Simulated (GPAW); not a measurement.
# K K ELNES/XANES of KBr (Fm-3m) from DFT

What does one-electron theory with a core hole give for the K K edge of KBr (Fm-3m)?

Main program and level: GPAW 26.7.0; X-ray absorption from dipole matrix elements to empty bands, plane-wave PAW PBE.

## Step 1: The starting structure

It takes space group Fm-3m (No. 225, cubic). The conventional cell has a = 6.600 Å, b = 6.600 Å, c = 6.600 Å, α = 90.00°, β = 90.00°, γ = 90.00°. Br has 6 K at 3.30 Å nearest. K has 6 Br at 3.30 Å nearest. Farther neighbours and most contacts between anions are not listed.

As a file:

```
Br K
1.0
     0.00000    3.30000    3.30000
     3.30000    0.00000    3.30000
     3.30000    3.30000    0.00000
Br K
1 1
Direct
  0.50000 0.50000 0.50000
  0.00000 0.00000 0.00000
```

## Step 2: The field without a hole

A plain self-consistent run shows whether there is a gap, which decides the set-up of the core-hole run.

scf.py

```python
import numpy as np
from ase import Atoms
from ase.parallel import parprint, paropen
from gpaw import GPAW, PW, FermiDirac, Mixer, MixerDif, setup_paths
from gpaw.test import gen
setup_paths.insert(0, '.')
gen('K', name='nch1s', xcname='PBE', corehole=(1, 0, 0), write_xml=True)
from gpaw.mpi import world
world.barrier()

atoms = Atoms('BrK',
    cell=[[0, 3.3, 3.3],
     [3.3, 0, 3.3],
     [3.3, 3.3, 0]],
    scaled_positions=[[0.5, 0.5, 0.5],
     [0, 0, 0]],
    pbc=True)
atoms.calc = calc = GPAW(legacy_gpaw=True, mode=PW(430, force_complex_dtype=True), xc='PBE', setups={1: 'nch1s'},
    kpts={'size': (7, 7, 7), 'gamma': True}, occupations=FermiDirac(0.05),
    charge=0, mixer=Mixer(0.1, 5, 50), maxiter=150,
    convergence={'density': 0.0001, 'eigenstates': 1e-6}, txt='scf.txt')
energy = atoms.get_potential_energy() + calc.get_reference_energy()
ef = calc.get_fermi_level()
out = dict(energy=energy, fermi=ef, forces=atoms.get_forces().tolist())
parprint(f'all-electron energy {energy:.4f} eV, Fermi level {ef:.4f} eV')
ev = np.array([[calc.get_eigenvalues(k, s) for k in range(len(calc.get_ibz_k_points()))] for s in range(calc.get_number_of_spins())])
out['homo'], out['lumo'], out['counts'] = ev[ev < ef].max(), ev[ev > ef].min(), sorted(set((ev < ef).sum((0, 2)).tolist()))
out['filled'] = (ev[:, 0] < ef).sum(1).tolist()
import json
with paropen('out.json', 'w') as f:
    json.dump(out, f)
```

Command:

```console
$ OMP_NUM_THREADS=1 mpirun -n 2 gpaw python scf.py
```

Numbers of over 12 decimals in the logs are rounded to 6 here.

Output:

```text
Input parameters:
  convergence: {density: 0.0001,
                eigenstates: 1e-06}
  kpts: {gamma: True,
         size: (7, 7, 7)}
  maxiter: 150
  mixer: {backend: pulay,
          beta: 0.1,
          method: separate,
          nmaxold: 5,
          weight: 50}
  mode: {ecut: 430.0,
         force_complex_dtype: True,
         name: pw}
  occupations: {fixmagmom: False,
                name: fermi-dirac,
                width: 0.05}
  setups: {1: nch1s}
  xc: PBE

Initialize ...

[... PAW data sets ...]

Reference energy: -87284.501329  # eV

Spin-paired calculation

[... convergence settings ...]
Symmetries present (total): 48
  [... symmetry matrices ...]

343 k-points: 7 x 7 x 7 Monkhorst-Pack grid
20 k-points in the irreducible part of the Brillouin zone
       k-points in crystal coordinates                weights
   0:     0.00000000    0.00000000    0.00000000          1/343
   1:     0.14285714    0.14285714    0.00000000          6/343
   2:     0.14285714    0.14285714    0.14285714          8/343
   3:     0.28571429    0.14285714    0.14285714         12/343
   4:     0.28571429    0.28571429    0.00000000          6/343
   5:     0.28571429    0.28571429    0.14285714         24/343
   6:     0.28571429    0.28571429    0.28571429          8/343
   7:     0.42857143   -0.28571429   -0.28571429         12/343
   8:     0.42857143    0.28571429   -0.42857143         48/343
   9:     0.42857143    0.28571429   -0.28571429         24/343
          ...
  19:     0.42857143    0.42857143    0.42857143          8/343

Wave functions: Plane wave expansion
  Cutoff energy: 430.000 eV
  Number of coefficients (min, max): 1438, 1468
  Pulay-stress correction: 0.000000 eV/Ang^3 (de/decut=0.000000)
  Using FFTW library
  Wavefunction extrapolation:
    Improved wavefunction reuse through dual PAW basis

Occupation numbers: Fermi-Dirac:
  width: 0.0500  # eV

Eigensolver
   Davidson(niter=2)

Densities:
  Coarse grid: 24*24*24 grid
  Fine grid: 48*48*48 grid
  Total Charge: 0.000000

Density mixing:
  Method: separate
  Backend: pulay
  Linear mixing parameter: 0.1
  old densities: 5
  Width of damping distribution: 1.1
  Damping of long wavelength oscillations: 50

[... Hamiltonian set-up ...]
Number of atoms: 2
Number of atomic orbitals: 9
Number of bands in calculation: 9
Number of valence electrons: 16
Bands to converge: occupied

... initialized

Initializing position-dependent things.

Density initialized from atomic densities
Creating initial wave functions:
  9 bands from LCAO basis set

                 Br

       K

Atomic positions and initial magnetic moments

Positions:
   0 Br     3.300000    3.300000    3.300000    ( 0.0000,  0.0000,  0.0000)
   1 K      0.000000    0.000000    0.000000    ( 0.0000,  0.0000,  0.0000)

Unit cell:
           periodic     x           y           z      points  spacing
  1. axis:    yes    0.000000    3.300000    3.300000    24     0.1588
  2. axis:    yes    3.300000    0.000000    3.300000    24     0.1588
  3. axis:    yes    3.300000    3.300000    0.000000    24     0.1588

  Lengths:   4.666905   4.666905   4.666905
  Angles:   60.000000  60.000000  60.000000

Effective grid spacing dv^(1/3) = 0.1732

iter:   1    -6.469268
iter:   2    -6.423138   -1.82  -1.32
iter:   3    -6.341911   -1.82  -1.39
iter:   4    -6.349183   -2.03  -1.58
iter:   5    -6.350528   -3.04  -1.77
iter:   6    -6.350729c  -3.98  -2.59
iter:   7    -6.350661c  -4.08  -2.78
iter:   8    -6.350838c  -4.17  -2.94
iter:   9    -6.350631c  -4.14  -2.80
iter:  10    -6.350575c  -5.59  -3.20
iter:  11    -6.350575c  -6.61c -4.16c

Converged after 11 iterations.

Dipole moment: (-0.000000, 0.000000, -0.000000) |e|*Ang

Energy contributions relative to reference atoms: (reference = -87284.501329)

Kinetic:         +5.129594
Potential:       -4.353210
External:        +0.000000
XC:              -6.468954
Entropy (-ST):   -0.000000
Local:           -0.658005
SIC:             +0.000000
--------------------------
Free energy:     -6.350575
Extrapolated:    -6.350575

Showing only first 2 kpts
 Kpt  Band  Eigenvalues  Occupancy
  0     6     -0.19829    2.00000
  0     7     -0.19829    2.00000
  0     8      4.24347    0.00000

  1     6     -0.26457    2.00000
  1     7     -0.26456    2.00000
  1     8      4.85998    0.00000

Fermi level: 1.52927

Gap: 4.442 eV
Transition (v -> c):
  (s=0, k=0, n=7, [0.00, 0.00, 0.00]) -> (s=0, k=0, n=8, [0.00, 0.00, 0.00])
No difference between direct/indirect transitions

Forces in eV/Ang:
  0 Br   -0.00000    0.00000   -0.00000
  1 K    -0.00000    0.00000    0.00000
Scalar-relativistic atomic PBE calculation for K (Potassium, Z=19)
Core hole in 1s state (1s occupation: 2.0)
600 radial gridpoints.
|------------------------------------------------|
|------------------------------------------------|
[... the atom generator's iteration count ...]

Energy contributions:
-------------------------
Kinetic:     +605.575744
XC:           -33.353632
Potential:  -1174.258832
-------------------------
Total:       -602.036720

state      eigenvalue         ekin         rmax
-----------------------------------------------
1s^2.0 :  -129.417635   174.301205        0.053
2s^2.0 :   -12.985900    28.555415        0.318
2p^6.0 :   -10.294302    27.498621        0.263
3s^2.0 :    -1.298661     5.113116        1.077
3p^6.0 :    -0.691375     4.047189        1.156
4s^1.0 :    -0.085214     0.361410        4.167
-----------------------------------------------
(units: Bohr and Hartree)

Generating PAW setup
Kinetic energy of the core from tauc = 573.024806
Cutoffs:
rc(s)=2.120
rc(p)=2.090
rc(d)=1.770
rc(vbar)=2.070
rc(comp)=2.090
rc(nct)=2.120

Kinetic energy of the core states: 570.704967
Charge: 0.0
Core electrons: 10.0
Valence electrons: 9.0
Pseudo-core charge: 0.000515
Shape function alpha=2.289
Pseudo-electron charge 7.285599
state    eigenvalue         norm
--------------------------------
3s(2) :    -1.298661     0.973389
4s(1) :    -0.085214     0.996539
3p(6) :    -0.691375     0.723628
*p    :     0.308625
*d    :     0.000000
--------------------------------

Diagonalizing with gridspacing h=0.050

state   all-electron     PAW
-------------------------------
3s:      -1.298661    -1.299239
3p:      -0.691375    -0.692667
*d:                    0.007875
*f:                    0.052153
-------------------------------
all-electron energy -87290.8519 eV, Fermi level 1.5293 eV
```

Run time: 4.2 s. Hardware: 2 MPI ranks of Arm Neoverse V2, shared host; peak memory 0.17 GiB; 8.3 s of CPU time.

The mesh shows a gap of 4.44 eV, so the hole is first treated in a charged cell, without the excited electron.

## Step 3: Spectrum without a core hole, K atom 2

Without a hole the spectrum is the empty density of states of the right symmetry on the absorber, weighted by matrix elements. It needs only the small cell and serves as the baseline. The data set with a hole of occupation 0 only carries the core orbital.

The absorber has 6 Br at 3.30 Å (octahedral, site symmetry m-3m).

xas.py

```python
import numpy as np
from ase import Atoms
from ase.parallel import parprint, paropen
from gpaw import GPAW, PW, FermiDirac, Mixer, MixerDif, setup_paths
from gpaw.test import gen
setup_paths.insert(0, '.')
gen('K', name='nch1s', xcname='PBE', corehole=(1, 0, 0), write_xml=True)
from gpaw.mpi import world
world.barrier()

atoms = Atoms('BrK',
    cell=[[0, 3.3, 3.3],
     [3.3, 0, 3.3],
     [3.3, 3.3, 0]],
    scaled_positions=[[0.5, 0.5, 0.5],
     [0, 0, 0]],
    pbc=True)
atoms.calc = calc = GPAW(legacy_gpaw=True, mode=PW(430, force_complex_dtype=True), xc='PBE', setups={1: 'nch1s'},
    kpts={'size': (7, 7, 7), 'gamma': True}, occupations=FermiDirac(0.02),
    charge=0, mixer=Mixer(0.1, 5, 50), maxiter=150,
    convergence={'density': 0.0001, 'eigenstates': 1e-6}, txt='scf.txt')
energy = atoms.get_potential_energy() + calc.get_reference_energy()
ef = calc.get_fermi_level()
out = dict(energy=energy, fermi=ef, forces=atoms.get_forces().tolist())
parprint(f'all-electron energy {energy:.4f} eV, Fermi level {ef:.4f} eV')
ev = np.array([[calc.get_eigenvalues(k, s) for k in range(len(calc.get_ibz_k_points()))] for s in range(calc.get_number_of_spins())])
out['homo'], out['lumo'], out['counts'] = ev[ev < ef].max(), ev[ev > ef].min(), sorted(set((ev < ef).sum((0, 2)).tolist()))
out['filled'] = (ev[:, 0] < ef).sum(1).tolist()

from ase.units import Ha
from gpaw.xas import dipole_matrix_elements
nb = int(calc.get_number_of_electrons() / 2) + 46
top, nb = nb, nb + 8 + nb // 12
nscf = calc.fixed_density(kpts={'size': (5, 5, 5), 'gamma': True}, nbands=nb,
    convergence={'bands': top, 'eigenstates': 1e-5}, maxiter=60, txt='nscf.txt')
cell = atoms.cell.array
ops = [cell.T @ U.T @ np.linalg.inv(cell.T) for U in nscf.wfs.kd.symmetry.op_scc]
filled = [8]  # bands filled in the ground state, by spin
E = np.arange(-25, 34, 0.1)
fwhm = np.interp(E, [4, 25], [0.9, 3.5])
Y, X, zero, highest = 0, 0, 1e9, 1e9
for spin in range(nscf.get_number_of_spins()):
    wfs = nscf.wfs
    A = dipole_matrix_elements(wfs.setups[1])
    eps = np.zeros((wfs.kd.nibzkpts, nb))
    d = np.zeros((3, A.shape[1], wfs.kd.nibzkpts, nb), complex)
    for kpt in wfs.kpt_u:
        if kpt.s == spin and 1 in kpt.P_ani:
            eps[kpt.k] = kpt.eps_n * Ha
            d[:, :, kpt.k] = (kpt.weight * wfs.nspins / 2) ** 0.5 * np.inner(A, kpt.P_ani[1])
    world.sum(eps)
    world.sum(d)
    T = np.einsum('amkn,bmkn->abkn', d, d.conj()).real
    T = sum(np.einsum('ai,ijkn,bj->abkn', R, T, R) for R in ops) / len(ops)
    empty = np.ones_like(eps, bool) & (np.arange(nb) >= filled[spin])
    zero, highest = min(zero, eps[empty].min()), min(highest, eps[:, top - 1].min())
    lines = [(eps, T, empty)] if spin == 0 else lines + [(eps, T, empty)]
for eps, T, empty in lines:
    f = np.einsum('aakn->akn', T).reshape(3, -1)
    x = eps.ravel() - zero
    w = np.interp(x, E, fwhm) / 2.35482
    g = np.exp(-0.5 * ((E[:, None] - x) / w) ** 2) / (w * (2 * np.pi) ** 0.5)
    Y = Y + (f * empty.ravel()) @ g.T
    X = X + (f * ~empty.ravel()) @ g.T
out.update(E=E.round(2).tolist(), xas=Y.tolist(), xes=X.tolist(), zero=zero, valid=highest - zero, nk=len(eps), nb=nb)
for i in range(0, len(E), 10):
    parprint(f'{E[i]:7.2f}', *(f'{v:10.3e}' for v in Y[:, i]))
import json
with paropen('out.json', 'w') as f:
    json.dump(out, f)
```

Command:

```console
$ OMP_NUM_THREADS=1 mpirun -n 2 gpaw python xas.py
```

Output:

```text
Input parameters:
  convergence: {density: 0.0001,
                eigenstates: 1e-06}
  kpts: {gamma: True,
         size: (7, 7, 7)}
  maxiter: 150
  mixer: {backend: pulay,
          beta: 0.1,
          method: separate,
          nmaxold: 5,
          weight: 50}
  mode: {ecut: 430.0,
         force_complex_dtype: True,
         name: pw}
  occupations: {fixmagmom: False,
                name: fermi-dirac,
[...]
*p    :     0.308625
*d    :     0.000000
--------------------------------

Diagonalizing with gridspacing h=0.050

state   all-electron     PAW
-------------------------------
3s:      -1.298661    -1.299239
3p:      -0.691375    -0.692667
*d:                    0.007875
*f:                    0.052153
-------------------------------
all-electron energy -87290.8519 eV, Fermi level 1.5293 eV
[...]
32.00  1.165e-06  1.165e-06  1.165e-06
  33.00  1.089e-06  1.089e-06  1.089e-06
[key lines of the parts left out:]
Converged after 11 iterations.
Dipole moment: (-0.000000, -0.000000, -0.000000) |e|*Ang
Free energy:     -6.350575
Fermi level: 1.52927
```

Run time: 9.2 s. Hardware: 2 MPI ranks; peak memory 0.19 GiB; 18 s of CPU time.

The K K spectrum, K atom 2, no core hole (energy from the lowest empty level; intensity scaled to a mean of 1 over the first 20 eV):

```tsv
E (eV)	intensity
-2.0	0.00
-1.5	0.00
-1.0	0.00
-0.5	0.00
0.0	0.00
0.5	0.03
1.0	0.07
1.5	0.23
2.0	0.64
2.5	0.73
3.0	0.49
3.5	0.35
4.0	0.48
4.5	1.04
5.0	1.46
5.5	1.25
6.0	1.07
6.5	1.28
7.0	1.78
7.5	2.12
8.0	1.83
8.5	1.23
9.0	0.90
9.5	0.91
10.0	1.08
10.5	1.25
11.0	1.23
11.5	0.98
12.0	0.76
12.5	0.70
13.0	0.70
13.5	0.69
14.0	0.69
14.5	0.73
15.0	0.84
15.5	0.99
16.0	1.18
16.5	1.35
17.0	1.46
17.5	1.50
18.0	1.47
18.5	1.39
19.0	1.28
19.5	1.19
20.0	1.11
20.5	1.06
21.0	1.02
21.5	0.98
22.0	0.94
22.5	0.90
23.0	0.88
23.5	0.88
24.0	0.92
24.5	0.99
25.0	1.08
25.5	1.17
26.0	1.23
26.5	1.27
27.0	1.26
27.5	1.23
28.0	1.19
28.5	1.16
29.0	1.15
29.5	1.16
30.0	1.17
30.5	1.18
```

Main maxima below 30 eV (height): 2.3 eV (0.75), 5.0 eV (1.46), 7.5 eV (2.12), 10.7 eV (1.28), 17.5 eV (1.50) and 26.7 eV (1.27). A K edge sees empty p states on the absorber.

The same matrix elements for filled bands give the K K emission of K atom 2 (ground-state approximation; energy from the lowest empty level, largest value 1):

```tsv
E (eV)	emission
-24.00	0.00
-23.25	0.00
-22.50	0.00
-21.75	0.00
-21.00	0.00
-20.25	0.00
-19.50	0.00
-18.75	0.00
-18.00	0.00
-17.25	0.02
-16.50	0.15
-15.75	0.99
-15.00	0.22
-14.25	0.00
-13.50	0.00
-12.75	0.00
-12.00	0.00
-11.25	0.00
-10.50	0.00
-9.75	0.00
-9.00	0.00
-8.25	0.00
-7.50	0.00
-6.75	0.00
-6.00	0.00
-5.25	0.01
-4.50	0.01
-3.75	0.00
-3.00	0.00
-2.25	0.00
-1.50	0.00
-0.75	0.00
0.00	0.00
0.75	0.00
1.50	0.00
2.25	0.00
3.00	0.00
```

Emission maxima: -15.6 eV (1.00).

## Step 4: Reference energy of the supercell

The photon energy needs a difference of total energies, so the cell and mesh of the coming hole run are first run without a hole.

Changes to scf.py since step 2:

```diff
@@ -10,11 +10,17 @@
 
-atoms = Atoms('BrK',
-    cell=[[0, 3.3, 3.3],
-     [3.3, 0, 3.3],
-     [3.3, 3.3, 0]],
+atoms = Atoms('Br4K4',
+    cell=[[0, -6.6, 0],
+     [-6.6, 0, 0],
+     [0, 0, -6.6]],
     scaled_positions=[[0.5, 0.5, 0.5],
-     [0, 0, 0]],
+     [0, 0.5, 0],
+     [0.5, 0, 0],
+     [0, 0, 0.5],
+     [0, 0, 0],
+     [0.5, 0, 0.5],
+     [0, 0.5, 0.5],
+     [0.5, 0.5, 0]],
     pbc=True)
-atoms.calc = calc = GPAW(legacy_gpaw=True, mode=PW(430, force_complex_dtype=True), xc='PBE', setups={1: 'nch1s'},
-    kpts={'size': (7, 7, 7), 'gamma': True}, occupations=FermiDirac(0.05),
+atoms.calc = calc = GPAW(legacy_gpaw=True, mode=PW(430, force_complex_dtype=True), xc='PBE', setups={4: 'nch1s'},
+    kpts={'size': (3, 3, 3), 'gamma': True}, occupations=FermiDirac(0.02),
     charge=0, mixer=Mixer(0.1, 5, 50), maxiter=150,
```

Command:

```console
$ OMP_NUM_THREADS=1 mpirun -n 2 gpaw python scf.py
```

Output:

```text
Input parameters:
  convergence: {density: 0.0001,
                eigenstates: 1e-06}
  kpts: {gamma: True,
         size: (3, 3, 3)}
  maxiter: 150
  mixer: {backend: pulay,
          beta: 0.1,
          method: separate,
          nmaxold: 5,
          weight: 50}
  mode: {ecut: 430.0,
         force_complex_dtype: True,
         name: pw}
  occupations: {fixmagmom: False,
                name: fermi-dirac,
[...]
3s(2) :    -1.298661     0.973389
4s(1) :    -0.085214     0.996539
3p(6) :    -0.691375     0.723628
*p    :     0.308625
*d    :     0.000000
--------------------------------

Diagonalizing with gridspacing h=0.050

state   all-electron     PAW
-------------------------------
3s:      -1.298661    -1.299239
3p:      -0.691375    -0.692667
*d:                    0.007875
*f:                    0.052153
-------------------------------
all-electron energy -349163.4078 eV, Fermi level 1.5293 eV
[key lines of the parts left out:]
Converged after 11 iterations.
Dipole moment: (0.000000, 0.000000, -0.000000) |e|*Ang
Free energy:    -25.403609
Fermi level: 1.52934
```

The job ended after 7.4 s (2 MPI ranks; peak memory 0.23 GiB; 15 s of CPU time).

Reference energy: -349163.408 eV with the cores included.

(Part 1 of 2 ends here.)

[Banner, clock and machine lines of the logs are left out without a mark of their own.]

[Logs are printed without paths, hosts, clocks, repeated set-up lines and the standing remarks that a program may print on its own settings, such as how far it seeks lower states.]

[Hosts, paths, dates, database ids (printed as entryN), source tags and the programs' standing remarks are cut or masked in the printed files.]

[Lists of maxima count a maximum above −3 eV only where it reaches 4 % of the highest in the window and stands out from its surroundings by 2 % of it (1.5 % where it reaches 55 %); shoulders and weaker maxima are passed over, and of the rest the first, up to two pre-edge ones and the few strongest are named.]
